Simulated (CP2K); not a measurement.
Two runs for the C K edge of 2-borylthiazole. Run A: CP2K XAS_TDP, all-electron GAPW, PBEh(45%), aug-cc-pVDZ, TDA, no relativity. Run B differs in one setting.

First lines with a strength over 0.0015. A:

```csv
atom,energy (eV),states,"strength, one atom"
"C2 (bonded to B, N and S)",281.20,1,0.0291
,283.94,1,0.0278
,284.27,1,0.0429
,285.82,1,0.0026
,286.60,1,0.0027
"C4 (bonded to C, N and H)",282.34,1,0.0452
,282.64,1,0.0123
,285.29,1,0.0117
,285.66,1,0.0068
,286.35,2,0.0060
"C5 (bonded to C, S and H)",281.32,1,0.0474
,284.54,1,0.0062
,284.74,1,0.0284
,285.33,1,0.0159
,286.39,1,0.0027
```

B:

| atom | energy (eV) | states | strength, one atom |
| --- | --- | --- | --- |
| C2 (bonded to B, N and S) | 285.41 | 1 | 0.0436 |
|  | 288.45 | 1 | 0.0547 |
|  | 288.62 | 1 | 0.0233 |
|  | 291.76 | 1 | 0.0036 |
|  | 292.12 | 1 | 0.0015 |
| C4 (bonded to C, N and H) | 286.30 | 1 | 0.0644 |
|  | 290.00 | 1 | 0.0199 |
|  | 290.75 | 1 | 0.0121 |
|  | 291.38 | 1 | 0.0059 |
|  | 291.60 | 1 | 0.0024 |
| C5 (bonded to C, S and H) | 285.42 | 1 | 0.0577 |
|  | 289.13 | 1 | 0.0414 |
|  | 289.66 | 1 | 0.0037 |
|  | 289.99 | 1 | 0.0219 |
|  | 291.38 | 1 | 0.0024 |

Which was it: the basis, scalar relativity switched on, the functional, GW2X switched on?

The functional (functional from PBEh(45%) to PBEh(60%); the lines alone don't name the new value). A functional moves all lines by electronvolts and changes their spacings and strengths. Against PBEh(45%) in aug-cc-pVDZ, the leading lines move by +4.21 eV (C2, to 285.41), +3.96 eV (C4, to 286.30) and +4.10 eV (C5, to 285.42); the strength of C2's goes from 0.0291 to 0.0436. The next line of C2 over the strength cut lies 3.04 eV higher, against 2.74.

[Banner, clock and machine lines of the logs are left out without a mark of their own.]

[Logs are printed without paths, hosts, clocks, repeated set-up lines and the standing remarks that a program may print on its own settings, such as how far it seeks lower states.]

[Hosts, paths, dates, database ids (printed as entryN), source tags and the programs' standing remarks are cut or masked in the printed files.]
